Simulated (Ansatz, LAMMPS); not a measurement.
**Glassy 53P2O5-24SrO-24Li2O (mol %) (83 atoms): support functions against a reference**

Wanted: errors and times of a linear-scaling basis for glassy 53P2O5-24SrO-24Li2O (mol %) (83 atoms). A setting counts as converged where the r.m.s. difference of forces stays under 1 % of the r.m.s. force.

Program: Ansatz 0.2.0. Level of theory: Kohn-Sham DFT, PBE, PAW (set soft_2), plane waves. Results are calculated unless marked as measured.

This is a report of a sequence of runs, with most program output left out.

**1. The structure**

The cell holds 83 atoms: 18 P, 4 Sr, 8 Li and 53 O. Cell: a = 10.406 Å, b = 10.406 Å, c = 10.406 Å, α = 90.0°, β = 90.0°, γ = 90.0°. 83 atoms (18 P, 4 Sr, 8 Li, 53 O) placed at random at 2.74 g/cm³, melted at 4000 K for 10 ps at fixed volume with the Morse and Coulomb pair potential with partial charges (Pedone, Malavasi, Menziani, Cormack and Segre, J. Phys. Chem. B 110, 11780 (2006)). Quenched from 4000 K to 300 K at 20 K/ps and fixed volume, held 10 ps at zero pressure, then minimised at fixed cell.

What the set-up can't give: The quench rate of 20 K/ps far exceeds what a furnace or splat quench reaches, so expect more defects and frozen-in strain than in a real sample. The network of bonds at the start is that of the classical potential that made the cell, and needn't be the one that DFT or experiment would give. The Brillouin zone is sampled at Γ only, in a cell whose shortest periodic width is 10 Å.

**2. The classical run that made the cell**

A classical potential supplies the starting structure, since it reaches far longer times than DFT.

This step: classical MD, Morse and Coulomb pair potential with partial charges (Pedone, Malavasi, Menziani, Cormack and Segre, J. Phys. Chem. B 110, 11780 (2006)) (LAMMPS 22 Jul 2025 - Update 4).

in.lmp

```
# melt-quench of P18Sr4Li8O53
units metal
atom_style charge
boundary p p p
region box block 0 10.3210 0 10.3210 0 10.3210
create_box 4 box
mass 1 30.9738   # P
mass 2 87.6200   # Sr
mass 3 6.9400   # Li
mass 4 15.9990   # O
create_atoms 1 random 18 727410 NULL overlap 1.5 maxtry 2000
create_atoms 2 random 4 727417 NULL overlap 1.5 maxtry 2000
create_atoms 3 random 8 727424 NULL overlap 1.5 maxtry 2000
create_atoms 4 random 53 727431 NULL overlap 1.5 maxtry 2000
pair_style hybrid/overlay pedone 5.5 coul/long 8.0
pair_coeff * * coul/long
pair_coeff 1 4 pedone 0.831326 2.585833 1.800790 1   # P-O
pair_coeff 2 4 pedone 0.019623 1.886000 3.328330 3   # Sr-O
pair_coeff 3 4 pedone 0.001114 3.429506 2.681360 1   # Li-O
pair_coeff 4 4 pedone 0.042395 1.379316 3.618701 22   # O-O
set type 1 charge 3
set type 2 charge 1.2
set type 3 charge 0.6
set type 4 charge -1.2
kspace_style pppm 1.0e-4
neigh_modify delay 0 every 1 check yes
thermo_style custom step time temp pe press density
thermo_modify norm yes
timestep 0.002
thermo 100
min_style cg
minimize 1e-4 1e-4 200 2000
reset_timestep 0
velocity all create 4000 727411 mom yes dist gaussian
# [... 14 lines left out ...]
thermo 1666
fix md all npt temp 300 300 0.2 iso 0 0 2
run 5000 post no
unfix md
thermo 100
min_style cg
minimize 0 1e-3 2000 20000
write_dump all custom glass.dump id type xs ys zs modify sort id
```

On the command line:

```sh
$ lmp -in in.lmp -log none -nocite
```

It took 36 s on 1 thread of Arm Neoverse V2, shared host; peak memory 0.07 GiB.

**3. Plane-wave single point**

This run is the reference for what follows, at a cutoff of 420 eV.

input.yaml

```yaml
crystal:
  lattice:
    - [10.40597, 0.0, 0.0]
    - [0.0, 10.40597, 0.0]
    - [0.0, 0.0, 10.40597]
  atoms:
    - { symbol: P, position: [0.17508, 0.44774, 0.09774] }
    - { symbol: P, position: [0.4679, 0.07505, 0.31978] }
    - { symbol: P, position: [0.0524, 0.96593, 0.54164] }
    - { symbol: P, position: [0.16367, 0.50808, 0.6234] }
    - { symbol: P, position: [0.34917, 0.87866, 0.91006] }
    - { symbol: P, position: [0.1088, 0.76968, 0.76428] }
    - { symbol: P, position: [0.78344, 0.36049, 0.32199] }
    - { symbol: P, position: [0.21126, 0.21183, 0.27015] }
[... 71 atom lines left out ...]
    - { symbol: O, position: [0.17554, 0.97898, 0.46714] }
    - { symbol: O, position: [0.41197, 0.173, 0.68708] }
    - { symbol: O, position: [0.1141, 0.11514, 0.21316] }
    - { symbol: O, position: [0.01981, 0.67864, 0.36168] }
kpoints:
  mp_grid: { grid: [1, 1, 1] }
hamiltonian:
  xc: pbe
scf:
  occupations: { method: fixed }
output:
  forces: true
  stress: true
  populations: true
  dos:
    method: { smearing: { sigma: 0.08 } }
    de: 0.1
    projected: { site_lists: { Li: [Li], O: [O], P: [P], Sr: [Sr] } }
  eigenvalues: true
  write_density: true
  write_potential: true
  volumetric_format: npy
  elf: true
```

On the command line:

```sh
$ ansatz run input.yaml --threads 4 --pin off --max-ram 8192MiB --backend cpu --events-out ev --progress --plain --runs-dir out
```

It took 15 s on 4 threads of Arm Neoverse V2, shared host; peak memory 1.3 GiB.

Read from the output:

```yaml
free_energy: -59537.8531 eV
free_energy_per_atom: -717.3235 eV/atom
scf_cycles: 9
pressure: 2.478 GPa
r_m_s_force_component: 1.102 eV/Å
longest_force: 4.437 eV/Å
fermi_energy: 4.334 eV
spacing_of_highest_filled_and_lowest_empty_level: 2.396 eV
spilling_of_the_projection: 0.0169
```

The r.m.s. force component of 1.1 eV/Å sets the scale for the differences below.

**4. Support functions low**

The cell is solved in localised support functions.

This step: Kohn-Sham DFT, PBE, PAW (set soft_2), localised support functions (low) (Ansatz 0.2.0).

input.yaml, the sections that differ from step 3:

```yaml
scf:
  occupations: { method: fixed }
  eigensolver: { kind: { support_functions: { accuracy: low } } }
  max_iter: 150
output:
  forces: true
  eigenvalues: true
# crystal, kpoints, hamiltonian: as in step 3
```

It took 89 s on 4 threads; peak memory 3.3 GiB; 5.8 min of CPU time.

The program notes that the band table was not solved further than the SCF left it and it switched symmetry off.

Keys that differ from the reference: support_functions.accuracy = "low" and scf.max_iter = 150.

Forces differ from the reference by 0.91 meV/Å r.m.s., 0.083 % of their size, well within a tolerance of 1 %; the energy by -4.9 meV/atom. It took 89 s and 13 cycles; the reference's time can't be set against it, since the two runs asked for unlike analyses.

**5. Support functions medium**

The cell is solved in localised support functions. Besides, the program derives a nominal cutoff of 464 eV for this run, against the reference's 420.

This step: Kohn-Sham DFT, PBE, PAW (set soft_2), localised support functions (medium) (Ansatz 0.2.0).

input.yaml, the sections that differ from step 4:

```yaml
scf:
  occupations: { method: fixed }
  eigensolver: { kind: { support_functions: { accuracy: medium } } }
  max_iter: 150
# crystal, kpoints, hamiltonian, output: as in step 4
```

Wall time 96 s (4 threads); peak memory 3.3 GiB.

Keys that differ from the reference: support_functions.accuracy = "medium" and scf.max_iter = 150.

Forces differ from the reference by 0.84 meV/Å r.m.s., 0.076 % of their size, well within a tolerance of 1 %; the energy by -4.9 meV/atom. It took 96 s and 14 cycles; the reference's time can't be set against it, since the two runs asked for unlike analyses.

**6. Support functions medium, radius 3.11 Å**

The radius confines each support function; a larger one gives more freedom and more work per atom.

input.yaml, the sections that differ from step 5:

```yaml
scf:
  occupations: { method: fixed }
  eigensolver: { kind: { support_functions: { accuracy: medium, radius: 3.11 } } }
  max_iter: 150
# crystal, kpoints, hamiltonian, output: as in step 5
```

Elapsed: 4.6 s, on 4 threads; peak memory 0.29 GiB.

The program refuses radii under 3.48 Å for these atoms at this level.

**7. What each setting buys**

Each row is set against the plane-wave reference (Kohn-Sham DFT, PBE, PAW (set soft_2), plane waves; r.m.s. force component 1.10 eV/Å). Energies are set beside the reference only for runs with its functional, potentials and electron count. Times are for 4 threads of Arm Neoverse V2, shared host. The reference's time includes the DOS, ELF, the stress and grids, which some other runs skip.

```
                     run  Δ force, r.m.s. (meV/Å)  share of r.m.s. force (%)  Δ energy (meV/atom)  Δ gap (eV)  cycles  time  host memory (GiB)
               reference                        -                          -                    -           -       9  15 s                1.3
   support functions low                     0.91                     0.0826                -4.86     -3.0e-4      13  89 s                3.3
support functions medium                    0.836                     0.0758                -4.86     -4.0e-4      14  96 s                3.3
```

**8. What the reference run shows**

With the settings judged, the reference run is read for its physics.

Neighbours are counted within 2.02 Å (O-P), 2.43 Å (O-Li), 3.08 Å (O-Sr).

Length of the force by element and coordination:

```
element  coordination  atoms  mean length of the force (eV/Å)  spread  least   most
     Li           all      8                             1.00   0.285  0.676   1.56
     Li             3      3                             1.20   0.268  0.919   1.56
     Li             4      5                            0.885   0.222  0.676   1.28
      O           all     53                             1.55   0.712  0.247   3.28
      O             1      3                            0.685   0.347  0.364   1.17
      O             2     32                             1.55   0.720  0.247   3.28
      O             3     14                             1.58   0.541  0.578   2.43
      O             4      4                             2.11   0.751   1.02   3.06
      P           all     18                             2.58   0.904  0.877   4.44
      P             4     17                             2.68   0.828   1.04   4.44
      P             5      1                            0.877       0  0.877  0.877
     Sr           all      4                             1.10   0.329  0.640   1.53
     Sr             5      2                            0.813   0.173  0.640  0.986
     Sr             6      1                             1.53       0   1.53   1.53
     Sr             7      1                             1.24       0   1.24   1.24
```

Löwdin charges by element and coordination (they lack the spilled electrons, 0.096 e an atom on average):

```
element  coordination  atoms  mean charge (e)  spread   least    most
     Li           all      8            0.756  0.0099   0.742   0.771
     Li             3      3            0.756  0.0117   0.742   0.771
     Li             4      5            0.756  0.0086   0.744   0.770
      O           all     53           -0.851  0.0943  -0.993  -0.713
      O             1      3           -0.876  0.0196  -0.904  -0.861
      O             2     32           -0.796  0.0786  -0.942  -0.713
      O             3     14           -0.935  0.0326  -0.987  -0.883
      O             4      4           -0.973  0.0284  -0.993  -0.924
      P           all     18             2.22  0.0359    2.15    2.30
      P             4     17             2.22  0.0369    2.15    2.30
      P             5      1             2.22       0    2.22    2.22
     Sr           all      4             1.78   0.008    1.78    1.80
     Sr             5      2             1.78  0.0011    1.78    1.78
     Sr             6      1             1.80       0    1.80    1.80
     Sr             7      1             1.78       0    1.78    1.78
```

States in the cell by windows of 1 eV, zero at the Fermi level; the larger projections on atomic orbitals stand beside the total:

```
from (eV)  to (eV)  total   O p  P p  O s  Sr p
      -18      -17   10.0   0.2  1.0  4.1   4.5
      -17      -16   19.5   0.4  0.3  1.2  17.5
      -16      -15    0.8   0.0  0.0  0.0   0.8
      -15      -14    5.2   2.9  0.6  0.7   0.0
      -14      -13    4.8   2.9  0.7  0.6   0.0
      -13      -12    9.8   6.1  1.8  0.9   0.0
      -12      -11   10.2   6.9  2.3  0.5   0.0
      -11      -10    8.0   5.5  2.0  0.2   0.0
      -10       -9    1.9   1.3  0.2  0.3   0.0
       -9       -8    2.2   1.6  0.3  0.2   0.0
       -8       -7   18.6  13.6  1.7  2.2   0.0
       -7       -6   41.6  32.1  3.7  3.8   0.1
       -6       -5   36.7  30.8  2.2  2.1   0.0
       -5       -4   44.1  39.1  1.9  1.4   0.1
       -4       -3   45.5  41.5  1.5  0.8   0.1
       -3       -2   44.1  41.2  1.2  0.4   0.0
       -2       -1   36.4  34.9  0.5  0.1   0.0
       -1        0    7.9   7.6  0.1  0.0   0.0
        0        1    1.0   1.0  0.0  0.0   0.0
        1        2    0.0   0.0  0.0  0.0   0.0
        2        3    2.2   0.3  0.4  0.4   0.0
        3        4    3.9   0.4  0.6  0.6   0.0
        4        5   17.0   1.3  2.2  1.5   0.0
```

The curve was stored every 0.10 eV, coarse against its broadening of 0.08 eV, so these counts are rough.

With fixed occupations the program's Fermi level is the highest filled level; weight inside the gap is the broadening of levels at its edges.

Between -26 and -18 eV lie 100 more states.

The stored curve holds about 448 of the 472 electrons; the rest, give or take the few that broadening carries across the Fermi level, lie in deeper levels below its range.

The levels nearest the highest filled one (over half full), pooled over k-points and spins:

```
level less the highest filled one (eV)  occupation
                                 -1.13           2
                                -0.997           2
                                -0.925           2
                                -0.723           2
                                -0.433           2
                                     0           2
                                  2.40           0
                                  3.08           0
                                  3.85           0
                                  4.12           0
                                  4.21           0
                                  4.31           0
```

Valence density in the ac plane at fractional y = 0.465, with atoms of P and Sr and Li and O within 0.2 Å of it. It is the smooth field of the valence electrons, not physical close to the nuclei.

Values in e/Å³, 13 rows by 16 columns, each cell a mean:
```
0.6 0.6 0.2 0.2 0.7 0.4 0.1 0.1 0.1 0.1 0.0 0.0 0.1 0.1 0.0 0.1
0.0 0.0 0.0 0.0 0.0 0.5 0.7 0.0 0.1 0.1 0.1 0.2 0.6 0.3 0.0 0.0
0.0 0.0 0.0 0.1 0.1 0.3 0.3 0.0 0.0 0.0 0.0 0.3 0.9 0.4 0.1 0.0
0.3 0.5 0.3 0.6 2.6 1.6 0.1 0.0 0.0 0.0 0.0 0.1 0.1 0.1 0.0 0.1
1.1 1.9 0.8 1.2 4.1 2.6 0.2 0.0 0.0 0.0 0.0 0.0 0.0 0.0 0.0 0.1
0.3 0.6 0.5 0.4 0.4 0.2 0.1 0.1 0.2 0.1 0.0 0.0 0.0 0.0 0.0 0.0
0.0 0.1 0.4 0.3 0.1 0.0 0.1 0.3 0.5 0.4 0.2 0.1 0.0 0.0 0.0 0.0
0.1 0.1 0.2 0.1 0.0 0.1 0.4 0.9 0.4 1.0 3.0 1.8 0.2 0.2 0.6 0.3
0.1 0.1 0.1 0.1 0.0 0.2 2.2 3.1 0.7 0.6 2.6 1.6 0.3 0.7 2.9 1.4
0.1 0.2 0.6 0.3 0.0 0.1 0.7 0.9 0.2 0.1 0.1 0.2 0.1 0.3 0.6 0.3
0.1 0.3 1.0 0.6 0.1 0.0 0.1 0.4 1.0 0.4 0.1 0.1 0.1 0.1 0.0 0.0
0.4 0.8 0.5 0.6 0.8 0.3 0.2 1.7 2.3 1.8 0.2 0.1 0.1 0.8 0.6 0.1
2.3 2.6 0.7 1.1 3.1 1.5 0.2 0.8 1.7 0.8 0.1 0.0 0.0 2.2 1.8 0.3
```
Columns run along a (10.4 Å), rows up along c (10.4 Å). Atoms in or near the plane, at fractional coordinates: P at (0.18, 0.10), P at (0.53, 0.44), Sr at (0.52, 0.09), Li at (0.86, 0.05), O at (0.29, 0.67).

[end of part 1 of 2]

[Logs are printed without paths, hosts, clocks, repeated set-up lines and the standing remarks that a program may print on its own settings, such as how far it seeks lower states.]

[Hosts, paths, dates, database ids (printed as entryN), source tags and the programs' standing remarks are cut or masked in the printed files.]
